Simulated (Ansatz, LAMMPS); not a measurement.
# Ga2O3 with crystalline order left by the classical run (100 atoms), the geometry as built

100 atoms (40 Fe, 60 O) placed at random at 4.44 g/cm³, melted at 5000 K for 10 ps at fixed volume with the Morse and Coulomb pair potential with partial charges (Pedone, Malavasi, Menziani, Cormack and Segre, J. Phys. Chem. B 110, 11780 (2006)). Quenched from 5000 K to 300 K at 100 K/ps and fixed volume, held 10 ps at zero pressure, then minimised at fixed cell. Then Fe was replaced by Ga and the cell scaled by 1.003 (the potential has no terms for the new elements, so the cell is a start for a DFT relaxation).

This is the geometry as built. Method: Kohn-Sham DFT, PBE, PAW (set soft_2), plane waves (Ansatz 0.2.0); cutoff 420 eV, Γ point, fixed occupations; density 6.14 g/cm³.

Cell vectors (Å):

```
10.044 0.000 0.000
0.000 10.044 0.000
0.000 0.000 10.044
```

Positions (Å):

```
1 Ga 7.601 1.390 3.740
2 Ga 7.622 3.235 6.285
3 Ga 2.364 7.012 0.810
4 Ga 5.053 8.910 2.998
5 Ga 4.950 7.476 5.598
6 Ga 5.014 6.072 2.122
7 Ga 2.314 4.324 9.881
8 Ga 7.445 6.111 7.100
9 Ga 4.596 6.967 8.722
10 Ga 2.574 6.143 6.811
11 Ga 2.625 4.310 2.828
12 Ga 2.225 1.529 8.878
13 Ga 9.758 2.673 0.933
14 Ga 0.089 3.370 7.625
15 Ga 2.217 1.032 2.073
16 Ga 9.675 9.107 2.634
17 Ga 0.153 8.008 5.896
18 Ga 7.177 5.109 9.638
19 Ga 7.150 3.634 1.871
20 Ga 0.122 2.834 3.882
21 Ga 7.351 1.561 8.667
22 Ga 4.589 2.424 0.680
23 Ga 4.928 1.392 7.026
24 Ga 9.830 5.726 1.825
25 Ga 2.557 9.949 4.576
26 Ga 4.494 9.562 9.853
27 Ga 0.035 0.663 6.803
28 Ga 4.743 4.148 8.024
29 Ga 4.969 1.582 3.933
30 Ga 7.082 0.696 1.052
31 Ga 9.950 6.213 8.404
32 Ga 2.541 7.287 3.624
33 Ga 5.155 4.470 4.770
34 Ga 0.257 5.260 5.224
35 Ga 7.400 8.017 0.542
36 Ga 7.606 9.366 5.392
37 Ga 7.633 6.365 4.120
38 Ga 2.653 2.693 5.445
39 Ga 7.391 8.826 8.003
40 Ga 2.327 8.969 7.846
41 O 1.540 6.786 5.197
42 O 9.179 5.503 3.659
43 O 6.692 7.761 6.318
44 O 8.943 0.903 4.993
45 O 2.982 2.850 1.561
46 O 3.348 5.505 8.534
47 O 1.620 1.617 4.010
48 O 3.739 7.824 7.088
49 O 3.559 2.967 9.067
50 O 6.470 2.485 4.945
51 O 3.848 0.438 2.909
52 O 3.802 7.749 1.993
53 O 5.925 9.210 1.344
54 O 3.879 0.990 5.446
55 O 6.046 1.954 2.254
56 O 1.387 9.496 5.966
57 O 4.115 3.235 6.505
58 O 6.327 2.959 7.725
59 O 1.117 7.467 7.701
60 O 7.900 9.756 9.600
61 O 9.357 3.556 5.588
62 O 6.068 7.336 3.722
63 O 8.542 2.765 2.906
64 O 4.017 3.190 3.900
65 O 8.906 9.114 6.877
66 O 1.639 4.125 4.569
67 O 8.847 8.194 4.352
68 O 1.107 4.899 7.198
69 O 3.775 8.427 4.534
70 O 8.179 7.069 8.816
71 O 0.921 5.828 9.983
72 O 0.739 3.858 2.094
73 O 1.449 9.024 3.178
74 O 8.122 0.080 2.463
75 O 3.788 5.728 3.615
76 O 0.421 1.042 1.600
77 O 8.828 1.952 7.577
78 O 6.926 5.057 5.612
79 O 8.981 7.587 1.549
80 O 3.157 8.072 9.558
81 O 5.767 8.395 8.900
82 O 3.072 0.620 0.419
83 O 3.448 5.323 1.069
84 O 5.970 5.656 8.228
85 O 5.825 3.897 0.363
86 O 6.241 6.520 0.756
87 O 0.877 3.032 9.424
88 O 8.450 4.779 0.924
89 O 9.135 6.404 6.296
90 O 6.594 0.381 7.060
91 O 1.455 2.151 6.858
92 O 8.552 4.606 8.134
93 O 8.016 2.273 0.310
94 O 4.378 5.706 6.057
95 O 6.278 4.816 3.039
96 O 1.442 6.435 2.402
97 O 0.978 0.175 8.516
98 O 5.664 1.159 9.696
99 O 6.219 10.024 4.261
100 O 3.659 0.378 8.008
```

Q: Give the force and the charge of every atom.

Columns: atom, q, fx, fy, fz (forces in eV/Å, q the intrinsic-atomic-orbital charge in e).

```
1 0.99 0.674 -0.182 0.528
2 1.03 -0.379 -0.146 -0.833
3 1.05 0.550 -0.871 0.810
4 1.01 0.220 -0.106 -0.278
5 1.02 0.201 -0.571 0.344
6 1.00 0.065 0.117 0.264
7 1.02 0.455 0.078 0.020
8 0.99 0.465 -0.051 -0.469
9 1.03 -0.167 0.431 -0.359
10 1.01 -0.096 0.417 0.287
11 1.01 0.605 0.084 -0.296
12 1.01 0.137 -0.538 -0.294
13 1.03 0.590 -0.886 0.385
14 1.00 0.388 0.061 -0.271
15 1.00 -0.323 0.504 -0.482
16 1.04 -0.569 -0.221 0.230
17 1.01 -0.485 -0.377 -0.095
18 1.01 -0.349 0.213 0.681
19 1.01 -0.663 0.040 0.112
20 1.04 0.031 -0.318 -0.021
21 1.02 -0.386 0.044 -0.182
22 1.01 0.468 0.330 -0.479
23 1.04 0.039 -0.353 -0.595
24 1.01 -0.322 0.288 0.227
25 1.02 -0.506 0.328 -0.261
26 1.02 0.630 0.561 -0.046
27 1.01 0.205 0.136 -0.098
28 1.03 -0.428 -0.257 -0.239
29 1.01 0.108 0.132 0.129
30 1.00 -0.203 -0.126 0.394
31 1.02 0.060 -0.119 -0.425
32 1.00 0.191 -0.153 -0.570
33 1.01 -0.078 0.033 -0.533
34 1.00 -0.614 0.062 0.521
35 1.03 -0.121 -0.418 0.569
36 1.01 0.925 0.334 -0.433
37 1.03 -0.095 0.078 -0.346
38 1.01 -0.157 -0.309 -0.191
39 1.00 -0.438 0.302 0.213
40 1.01 -0.564 0.127 -0.059
41 -0.65 -0.048 -0.322 0.147
42 -0.68 0.171 0.076 -0.315
43 -0.67 -0.154 0.399 0.137
44 -0.73 -0.087 -0.424 0.422
45 -0.67 -0.144 0.004 0.323
46 -0.66 0.391 -0.307 -0.393
47 -0.68 0.284 0.263 0.206
48 -0.68 -0.213 -0.523 0.356
49 -0.67 -0.049 0.473 0.519
50 -0.70 0.025 0.264 0.005
51 -0.69 -0.161 -0.454 0.511
52 -0.71 0.172 -0.270 0.487
53 -0.65 -0.280 -0.164 -0.336
54 -0.68 -0.177 0.360 0.087
55 -0.68 -0.008 0.213 -0.167
56 -0.66 -0.155 -0.212 0.495
57 -0.68 0.734 -0.208 0.437
58 -0.66 -0.042 -0.347 -0.078
59 -0.69 0.264 0.204 -0.454
60 -0.71 0.465 -0.413 -0.115
61 -0.66 0.328 0.009 0.022
62 -0.68 -0.440 -0.315 0.405
63 -0.67 0.400 0.425 -0.196
64 -0.67 -0.151 0.655 0.592
65 -0.66 0.005 0.278 0.249
66 -0.66 -0.089 -0.188 -0.574
67 -0.66 -0.030 0.093 0.157
68 -0.70 -0.191 0.596 -0.121
69 -0.66 0.058 0.355 -0.243
70 -0.67 0.048 0.059 -0.183
71 -0.65 0.177 0.070 0.480
72 -0.68 -0.638 0.433 0.317
73 -0.69 0.210 0.025 -0.095
74 -0.69 0.397 -0.224 -0.187
75 -0.68 -0.371 -0.683 -0.376
76 -0.71 0.268 -0.214 -0.071
77 -0.65 0.142 0.176 -0.224
78 -0.66 -0.028 -0.130 -0.376
79 -0.69 0.316 0.530 0.074
80 -0.64 0.012 0.384 -0.327
81 -0.67 -0.660 -0.023 0.406
82 -0.68 0.116 0.254 -0.190
83 -0.69 -0.957 -0.014 -0.498
84 -0.64 -0.361 -0.446 0.123
85 -0.72 0.415 0.117 0.190
86 -0.69 0.268 -0.089 -0.560
87 -0.64 0.241 0.084 0.010
88 -0.68 0.187 -0.453 0.296
89 -0.69 0.556 0.224 0.038
90 -0.69 0.070 0.169 0.500
91 -0.68 -0.442 -0.036 0.245
92 -0.69 -0.116 0.426 0.351
93 -0.67 0.226 -0.135 0.055
94 -0.68 0.059 0.023 -0.407
95 -0.67 -0.340 0.587 0.522
96 -0.68 -0.286 0.183 -0.863
97 -0.69 0.159 -0.288 -0.271
98 -0.68 -0.234 0.051 0.295
99 -0.68 -0.555 -0.228 -0.255
100 -0.68 0.179 -0.049 0.551
```

The quench rate of 100 K/ps is many orders above laboratory rates, so the cell is likely richer in defects and strain than a real sample. The network of bonds at the start is that of the classical potential that made the cell, and needn't be the one that DFT or experiment would give. Only the Γ point is sampled, in a cell whose shortest periodic width is 10 Å.

The r.m.s. force component is 0.350 eV/Å; the longest force, 1.31 eV/Å, acts on Ga3.

[Logs are printed without paths, hosts, clocks, repeated set-up lines and the standing remarks that a program may print on its own settings, such as how far it seeks lower states.]

[Hosts, paths, dates, database ids (printed as entryN), source tags and the programs' standing remarks are cut or masked in the printed files.]
